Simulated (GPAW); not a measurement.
# naphthalene-1,5-dithiol between two Al chains: a series of junctions

Wanted: the trend of the zero-bias conductance over a family of junctions, naphthalene-1,5-dithiol between two Al chains.

Method: GPAW LCAO, PAW setups; Landauer transmission from Green's functions with principal layers (ASE), zero bias, in GPAW 26.7.0.

## (1) The structure

The cell holds 30 atoms: 12 Al, 2 S, 6 H and 10 C. Cell: a = 13.717 Å, b = 9.000 Å, c = 37.765 Å, α = 90.0°, β = 90.0°, γ = 90.0°. Regions: left lead, 6 atoms (6 Al); channel, 18 atoms (2 S, 6 H and 10 C); right lead, 6 atoms (6 Al). Vacuum lies along a and b. The structure is stacked along c, and the current runs across the ab planes.

## (2) Junction, box 13.7 × 9 Å, bond direction share 0

Each member tilts the metal-anchor bond further from the wire's axis (share 0) towards the direction that the anchor's hydrogen or lone pair had (share 1); basis and functional stay.

Input file run.py:

```python
import json
import numpy as np
from ase import Atoms
from ase.transport.calculators import TransportCalculator
from gpaw import GPAW, FermiDirac
from gpaw.lcao.tools import get_lcao_hamiltonian
from scipy.linalg import eigh

# The junction with lead layers at both ends, along the third cell vector
device = Atoms(
    ['Al', 'Al', 'Al', 'Al', 'Al', 'Al', 'S', 'H', 'C', 'H', 'C', 'C', 'C', 'C', 'H', 'H', 'C', 'C', 'C', 'C', 'H', 'C', 'H', 'S', 'Al', 'Al', 'Al', 'Al', 'Al', 'Al'],
    positions=[
        [6.85854, 4.50000, 1.20000],
        [6.85854, 4.50000, 3.60000],
        [6.85854, 4.50000, 6.00000],
        [6.85854, 4.50000, 8.40000],
        [6.85854, 4.50000, 10.80000],
        [6.85854, 4.50000, 13.20000],
        [6.85854, 4.50000, 15.40000],
        [4.22174, 4.45246, 16.39899],
        [6.27330, 4.46542, 17.09928],
        [9.03313, 4.42890, 17.13862],
        [4.88304, 4.45459, 17.26287],
        [8.55348, 4.44739, 18.11509],
        [7.14172, 4.45920, 18.22896],
        [4.32959, 4.44343, 18.53359],
        [3.25000, 4.42907, 18.65959],
        [10.46708, 4.42908, 19.10512],
        [9.38749, 4.44343, 19.23111],
        [6.57535, 4.45920, 19.53574],
        [5.16360, 4.44738, 19.64961],
        [8.83404, 4.45458, 20.50183],
        [4.68395, 4.42888, 20.62609],
        [7.44378, 4.46542, 20.66542],
        [9.49533, 4.45244, 21.36571],
        [6.85854, 4.50000, 22.36471],
        [6.85854, 4.50000, 24.56471],
        [6.85854, 4.50000, 26.96471],
        [6.85854, 4.50000, 29.36471],
        [6.85854, 4.50000, 31.76471],
        [6.85854, 4.50000, 34.16471],
        [6.85854, 4.50000, 36.56471]],
    cell=[[13.71708, 0.0, 0.0], [0.0, 9.0, 0.0], [0.0, 0.0, 37.76471]],
    pbc=True)

# One principal layer of the lead: the first 4 atoms of the device
lead = Atoms(
    ['Al', 'Al', 'Al', 'Al'],
    positions=[
        [6.85854, 4.50000, 1.20000],
        [6.85854, 4.50000, 3.60000],
        [6.85854, 4.50000, 6.00000],
        [6.85854, 4.50000, 8.40000]],
    cell=[[13.71708, 0.0, 0.0], [0.0, 9.0, 0.0], [0.0, 0.0, 9.6]],
    pbc=True)

settings = dict(mode='lcao', basis='dzp', xc='PBE', h=0.2,
                occupations=FermiDirac(0.1), maxiter=250,
                mixer=dict(beta=0.1, nmaxold=8, weight=100.0),
                convergence=dict(density=0.0001))
energies = np.arange(-3, 3 + 1e-9, 0.075)
eta = 0.0001
n1, n2 = 1, 1
# k and -k transmit alike, so half of the mesh across the current serves
mesh = [(i, j) for i in range(n1) for j in range(n2) if (i, j) <= (-i % n1, -j % n2)]
weights = np.array([1 if (i, j) == (-i % n1, -j % n2) else 2 for i, j in mesh]) / (n1 * n2)

# [... helper functions left out ...]
fermi_lead = ground_state(lead, (1, 1, 12), 'lead.txt')
fermi_device = ground_state(device, (1, 1, 2), 'device.txt')
# [... loop over the mesh left out, but for ...]
        # Shift the lead onto the potential of the device's first layer
        shift = ((H[:, 0, 0] - H0[:, 0, 0]) / S0[0, 0]).real.mean()
# [...]
kT = 8.617333e-5 * 77
bias = [0.1, 0.2, 0.5, 1.0, 1.5, 2.0]
# [... integrals and printing left out ...]
```

Launch:

```console
OMP_NUM_THREADS=1 OPENBLAS_NUM_THREADS=1 python run.py
```

The log of the run:

```text
basis functions: device 342, principal layer 52
Fermi level: lead -3.4887 eV, device -3.2283 eV; lead shifted by -0.0068 eV
largest coupling past the next layer 1.40e-15 eV, largest misfit of the first layer 0.057 eV
  E-E_F (eV)   T (one spin)  channels
    -3.000    8.1357e-03    1.0000
    -2.925    9.8434e-03    1.0000
    -2.850    1.4593e-02    1.0000
    -2.775    3.4336e-02    1.0000
    -2.700    2.8069e-01    1.0000
    -2.625    4.6363e-01    1.0000
    -2.550    8.9560e-01    1.0000
    -2.475    8.7859e-02    1.0000
    -2.400    1.8657e-02    1.0000
    -2.325    8.7812e-03    1.0000
    -2.250    5.7385e-03    1.0000
    -2.175    5.9046e-03    1.0000
    -2.100    2.9397e-03    1.0000
    -2.025    2.5332e-03    1.0000
    -1.950    2.1610e-03    1.0000
    -1.875    1.8451e-03    1.0000
[...]
2.475    2.3584e-01    3.0000
     2.550    2.5421e-01    3.0000
     2.625    2.7923e-01    3.0000
     2.700    3.1203e-01    3.0000
     2.775    3.5476e-01    3.0000
     2.850    4.1061e-01    3.0000
     2.925    4.8379e-01    3.0000
     3.000    5.7920e-01    3.0000
conductance at 77 K: 0.019928 G0 a cell; thermopower -6.528 uV/K
current from the zero-bias T(E) at 0.1 V: 0.15775 uA
current from the zero-bias T(E) at 0.2 V: 0.33568 uA
current from the zero-bias T(E) at 0.5 V: 3.3629 uA
current from the zero-bias T(E) at 1.0 V: 14.013 uA
current from the zero-bias T(E) at 1.5 V: 14.725 uA
current from the zero-bias T(E) at 2.0 V: 15.762 uA
```

It took 65 s on 1 thread of AMD EPYC 9B45 (Zen 5), shared host; peak memory 1.7 GiB.

Numbers from this step:

| Item | Value |
| --- | --- |
| conductance | 0.01993 G₀ |
| thermopower | -6.528 μV/K |
| largest coupling past the next principal layer | 1.40e-15 eV |
| largest misfit of the first principal layer | 0.05663 eV |
| shift that aligns the lead | -0.006762 eV |
| basis functions of the junction | 342 |
| basis functions of a principal layer | 52 |
| transmission at the Fermi level (one spin) | 0.01974 |
| open channels of the lead at the Fermi level (one spin) | 2 |

One spin. Table of transmission, zone mean by energy, zero at the Fermi level:

energy (eV), transmission, zone mean and a bar:
```
    -3.00      0.008 
    -2.85      0.015 
    -2.70      0.281 ########
    -2.55      0.896 ###########################
    -2.33      0.009 
    -2.17      0.006 
    -2.02      0.003 
    -1.88      0.002 
    -1.73      0.001 
    -1.57      0.001 
    -1.35      0.000 
    -1.20      0.000 
    -1.05      0.000 
    -0.90      0.000 
    -0.75      0.000 
    -0.60      0.000 
    -0.38      0.005 
    -0.23      0.010 
    -0.07      0.016 
     0.00      0.020 #
     0.07      0.027 #
     0.23      0.622 ###################
     0.38      0.828 #########################
     0.60      0.028 #
     0.75      0.030 #
     0.90      0.054 ##
     1.05      0.133 ####
     1.20      0.395 ############
     1.35      0.997 ##############################
     1.57      0.456 ##############
     1.73      0.281 ########
     1.88      0.218 #######
     2.02      0.195 ######
     2.17      0.192 ######
     2.33      0.196 ######
     2.55      0.254 ########
     2.70      0.312 #########
     2.85      0.411 ############
     3.00      0.579 #################
```

Crossings of the lead's bands, unfolded to its shortest repeat. Table of open channels, zone mean by energy, zero at the Fermi level:

energy (eV), open channels, zone mean and a bar:
```
  -3.0000       1.00 ##########
  -2.7750       1.00 ##########
  -2.4750       1.00 ##########
  -2.2500       1.00 ##########
  -2.0250       1.00 ##########
  -1.7250       1.00 ##########
  -1.5000       1.00 ##########
  -1.2750       0.00 
  -0.9750       0.00 
  -0.7500       0.00 
  -0.5250       0.00 
  -0.2250       2.00 ####################
   0.0000       2.00 ####################
   0.2250       2.00 ####################
   0.5250       2.00 ####################
   0.7500       2.00 ####################
   0.9750       3.00 ##############################
   1.2750       3.00 ##############################
   1.5000       3.00 ##############################
   1.7250       3.00 ##############################
   2.0250       3.00 ##############################
   2.2500       3.00 ##############################
   2.4750       3.00 ##############################
   2.7750       3.00 ##############################
   3.0000       3.00 ##############################
```

Not self-consistent under bias; the bias window is split evenly. Current through one cell, from the zero-bias transmission against bias:

```tsv
bias (V)	current through one cell, from the zero-bias transmission (μA)
0.100	0.158
0.200	0.336
0.500	3.36
1.000	14.0
1.500	14.7
2.000	15.8
```

The transmission of the three most open eigenchannels by energy, zero at the Fermi level:

```tsv
energy (eV)	channel 1	channel 2	channel 3
-3.0000	0.00814	0	0
-2.7750	0.0343	0	0
-2.4750	0.0879	0	0
-2.2500	0.00574	0	0
-2.0250	0.00253	0	0
-1.7250	0.00132	0	0
-1.5000	6.1e-4	0	0
-1.2750	7.9e-11	0	0
-0.9750	0	0	0
-0.7500	0	0	0
-0.5250	0	0	0
-0.2250	0.00959	5.1e-4	0
0.0000	0.0154	0.00437	0
0.2250	0.609	0.0131	0
0.5250	0.0394	0.0151	0
0.7500	0.0282	0.00190	4.5e-12
0.9750	0.0793	0.00450	2.0e-5
1.2750	0.690	0.0138	1.4e-5
1.5000	0.625	0.0179	7.7e-6
1.7250	0.260	0.0218	2.5e-6
2.0250	0.167	0.0278	1.4e-7
2.2500	0.161	0.0339	4.4e-6
2.4750	0.195	0.0405	2.2e-5
2.7750	0.300	0.0545	7.0e-5
3.0000	0.511	0.0682	1.4e-4
```

Couplings past the next layer reach 1.4e-15 eV, small enough to drop; the matrix elements of the cell's first layer differ from the bulk lead's by up to 0.057 eV. That layer keeps its own values in the calculation, and only beyond it is the lead taken as perfect. The Fermi levels of lead and junction count from different zeros of potential, one for each periodic cell; with both set to zero, the small remaining shift is what aligns them. By hand: G = 0.01993 × 77.48 μS = 1.54 μS, a resistance of 648 kΩ; at 0.1 V a linear junction would pass 0.154 μA, and the integral over the bias window gives 0.158 μA. Mott's formula, S = -(π²/3)(k_B²T/e) d ln T/dE, has the prefactor 1.88 μV/K·eV at 77 K; T = 0.01638 at -0.075 eV and 0.02739 at 0.075 eV give a slope of 3.43 per eV and S = -6.45 μV/K, beside -6.53 μV/K from the thermal integral, which interpolates the same grid.

## (3) Member of the series, box 13.7 × 9 Å: share of the anchor's own bond direction = 0.25

System of this step: naphthalene-1,5-dithiol between two Al chains. The cell holds 30 atoms: 12 Al, 2 S, 6 H and 10 C. Cell: a = 13.731 Å, b = 9.000 Å, c = 37.550 Å, α = 90.0°, β = 90.0°, γ = 90.0°. Regions: left lead, 6 atoms (6 Al); channel, 18 atoms (2 S, 6 H and 10 C); right lead, 6 atoms (6 Al). Vacuum lies along a and b. The structure is stacked along c, and the current runs across the ab planes.

Input file run.py:

```python
import json
import numpy as np
from ase import Atoms
from ase.transport.calculators import TransportCalculator
from gpaw import GPAW, FermiDirac
from gpaw.lcao.tools import get_lcao_hamiltonian
from scipy.linalg import eigh

# The junction with lead layers at both ends, along the third cell vector
device = Atoms(
    ['Al', 'Al', 'Al', 'Al', 'Al', 'Al', 'S', 'H', 'H', 'C', 'C', 'C', 'C', 'C', 'H', 'H', 'C', 'C', 'C', 'C', 'C', 'H', 'H', 'S', 'Al', 'Al', 'Al', 'Al', 'Al', 'Al'],
    positions=[
        [6.86541, 4.50000, 1.20000],
        [6.86541, 4.50000, 3.60000],
        [6.86541, 4.50000, 6.00000],
        [6.86541, 4.50000, 8.40000],
        [6.86541, 4.50000, 10.80000],
        [6.86541, 4.50000, 13.20000],
        [6.65282, 3.87658, 15.29908],
        [4.08192, 3.82903, 16.45719],
        [8.92949, 3.80547, 16.90170],
        [6.17241, 3.84200, 17.03092],
        [4.79472, 3.83117, 17.27908],
        [8.51035, 3.82397, 17.90564],
        [7.10818, 3.83578, 18.10548],
        [4.31989, 3.82001, 18.58122],
        [3.25000, 3.80565, 18.77289],
        [10.48081, 3.80565, 18.77699],
        [9.41093, 3.82001, 18.96866],
        [6.62264, 3.83577, 19.44440],
        [5.22047, 3.82396, 19.64424],
        [8.93609, 3.83116, 20.27080],
        [7.55841, 3.84199, 20.51896],
        [4.80133, 3.80546, 20.64818],
        [9.64889, 3.82902, 21.09269],
        [7.07800, 3.87658, 22.25080],
        [6.86541, 4.50000, 24.34988],
        [6.86541, 4.50000, 26.74988],
        [6.86541, 4.50000, 29.14988],
        [6.86541, 4.50000, 31.54988],
        [6.86541, 4.50000, 33.94988],
        [6.86541, 4.50000, 36.34988]],
    cell=[[13.73083, 0.0, 0.0], [0.0, 9.0, 0.0], [0.0, 0.0, 37.54988]],
    pbc=True)

# One principal layer of the lead: the first 4 atoms of the device
lead = Atoms(
    ['Al', 'Al', 'Al', 'Al'],
    positions=[
        [6.86541, 4.50000, 1.20000],
        [6.86541, 4.50000, 3.60000],
        [6.86541, 4.50000, 6.00000],
        [6.86541, 4.50000, 8.40000]],
    cell=[[13.73083, 0.0, 0.0], [0.0, 9.0, 0.0], [0.0, 0.0, 9.6]],
    pbc=True)

settings = dict(mode='lcao', basis='dzp', xc='PBE', h=0.2,
                occupations=FermiDirac(0.1), maxiter=250,
                mixer=dict(beta=0.1, nmaxold=8, weight=100.0),
                convergence=dict(density=0.0001))
energies = np.arange(-3, 3 + 1e-9, 0.075)
eta = 0.0001
n1, n2 = 1, 1
# k and -k transmit alike, so half of the mesh across the current serves
mesh = [(i, j) for i in range(n1) for j in range(n2) if (i, j) <= (-i % n1, -j % n2)]
weights = np.array([1 if (i, j) == (-i % n1, -j % n2) else 2 for i, j in mesh]) / (n1 * n2)

# [... helper functions left out ...]
fermi_lead = ground_state(lead, (1, 1, 12), 'lead.txt')
fermi_device = ground_state(device, (1, 1, 2), 'device.txt')
# [... loop over the mesh left out, but for ...]
        # Shift the lead onto the potential of the device's first layer
        shift = ((H[:, 0, 0] - H0[:, 0, 0]) / S0[0, 0]).real.mean()
# [...]
kT = 8.617333e-5 * 77
bias = [0.1, 0.2, 0.5, 1.0, 1.5, 2.0]
# [... integrals and printing left out ...]
```

The log of the run:

```text
basis functions: device 342, principal layer 52
Fermi level: lead -3.4893 eV, device -3.2048 eV; lead shifted by -0.0063 eV
largest coupling past the next layer 1.11e-15 eV, largest misfit of the first layer 0.056 eV
  E-E_F (eV)   T (one spin)  channels
    -3.000    1.4458e-02    1.0000
    -2.925    1.4313e-02    1.0000
    -2.850    1.5648e-02    1.0000
    -2.775    1.8110e-02    1.0000
    -2.700    3.0245e-02    1.0000
    -2.625    2.0838e-05    1.0000
    -2.550    1.9672e-03    1.0000
    -2.475    6.1112e-02    1.0000
    -2.400    8.8676e-02    1.0000
    -2.325    3.5846e-01    1.0000
    -2.250    4.5922e-01    1.0000
    -2.175    6.0682e-02    1.0000
    -2.100    1.9610e-02    1.0000
    -2.025    9.5084e-03    1.0000
    -1.950    5.9810e-03    1.0000
    -1.875    4.6851e-03    1.0000
[...]
2.475    1.8310e-01    3.0000
     2.550    1.9592e-01    3.0000
     2.625    2.1345e-01    3.0000
     2.700    2.3723e-01    3.0000
     2.775    2.7008e-01    3.0000
     2.850    3.1697e-01    3.0000
     2.925    3.8673e-01    3.0000
     3.000    4.9488e-01    3.0000
conductance at 77 K: 0.021445 G0 a cell; thermopower -2.754 uV/K
current from the zero-bias T(E) at 0.1 V: 0.16678 uA
current from the zero-bias T(E) at 0.2 V: 0.34094 uA
current from the zero-bias T(E) at 0.5 V: 3.6926 uA
current from the zero-bias T(E) at 1.0 V: 12.753 uA
current from the zero-bias T(E) at 1.5 V: 13.514 uA
current from the zero-bias T(E) at 2.0 V: 14.599 uA
```

The job ended after 66 s (1 thread; peak memory 1.7 GiB).

This step gave:

```
conductance                                    : 0.02144 G₀
thermopower                                    : -2.754 μV/K
largest coupling past the next principal layer : 1.11e-15 eV
largest misfit of the first principal layer    : 0.05636 eV
shift that aligns the lead                     : -0.006283 eV
transmission at the Fermi level (one spin)     : 0.02141
```

One spin. The transmission, zone mean by energy, zero at the Fermi level:

energy (eV), transmission, zone mean and a bar:
```
    -3.00       0.01 
    -2.77       0.02 #
    -2.55       0.00 
    -2.40       0.09 ###
    -2.25       0.46 ##############
    -2.17       0.06 ##
    -1.95       0.01 
    -1.73       0.01 
    -1.57       0.04 #
    -1.50       0.44 #############
    -1.35       0.00 
    -1.12       0.00 
    -0.90       0.00 
    -0.75       0.00 
    -0.53       0.00 
    -0.30       0.01 
    -0.07       0.02 #
     0.00       0.02 #
     0.07       0.02 #
     0.23       0.85 ##########################
     0.30       0.40 ############
     0.38       1.00 ##############################
     0.53       0.05 ##
     0.75       0.03 #
     0.90       0.05 ##
     1.12       0.25 #######
     1.35       1.00 ##############################
     1.57       0.33 ##########
     1.73       0.21 ######
     1.95       0.16 #####
     2.17       0.15 ####
     2.40       0.17 #####
     2.55       0.20 ######
     2.77       0.27 ########
     3.00       0.49 ###############
```

Crossings of the lead's bands, unfolded to its shortest repeat. Open channels, zone mean against energy, zero at the Fermi level:

```tsv
energy (eV)	open channels, zone mean
-3.0000	1
-2.7750	1
-2.4750	1
-2.2500	1
-2.0250	1
-1.7250	1
-1.5000	1
-1.2750	0
-0.9750	0
-0.7500	0
-0.5250	0
-0.2250	2
0.0000	2
0.2250	2
0.5250	2
0.7500	2
0.9750	3
1.2750	3
1.5000	3
1.7250	3
2.0250	3
2.2500	3
2.4750	3
2.7750	3
3.0000	3
```

Not self-consistent under bias; the bias window is split evenly. The current through one cell, from the zero-bias transmission by bias:

```tsv
bias (V)	current through one cell, from the zero-bias transmission (μA)
0.100	0.167
0.200	0.341
0.500	3.69
1.000	12.8
1.500	13.5
2.000	14.6
```

The transmission of the three most open eigenchannels by energy, zero at the Fermi level:

```tsv
energy (eV)	channel 1	channel 2	channel 3
-3.0000	0.0145	0	0
-2.7750	0.0181	0	0
-2.4750	0.0611	0	0
-2.2500	0.459	0	0
-2.0250	0.00951	0	0
-1.7250	0.00570	0	0
-1.5000	0.443	0	0
-1.2750	3.4e-10	0	0
-0.9750	1.0e-12	0	0
-0.7500	0	0	0
-0.5250	0	0	0
-0.2250	0.0121	2.3e-4	1.3e-12
0.0000	0.0207	6.7e-4	5.3e-12
0.2250	0.841	0.00988	3.6e-12
0.5250	0.0434	0.00893	1.5e-12
0.7500	0.0308	0.00328	3.9e-12
0.9750	0.0793	0.00830	2.6e-5
1.2750	0.834	0.0219	3.2e-5
1.5000	0.438	0.0282	2.9e-5
1.7250	0.174	0.0349	2.6e-5
2.0250	0.107	0.0453	2.6e-5
2.2500	0.0914	0.0547	1.8e-4
2.4750	0.119	0.0640	4.6e-7
2.7750	0.193	0.0774	8.3e-7
3.0000	0.409	0.0861	5.7e-6
```

The conductance, 0.0214 G₀, lies 7.6 % above that of the member before.

(Part 1 of 3 ends here.)

[Logs are printed without paths, hosts, clocks, repeated set-up lines and the standing remarks that a program may print on its own settings, such as how far it seeks lower states.]

[Hosts, paths, dates, database ids (printed as entryN), source tags and the programs' standing remarks are cut or masked in the printed files.]
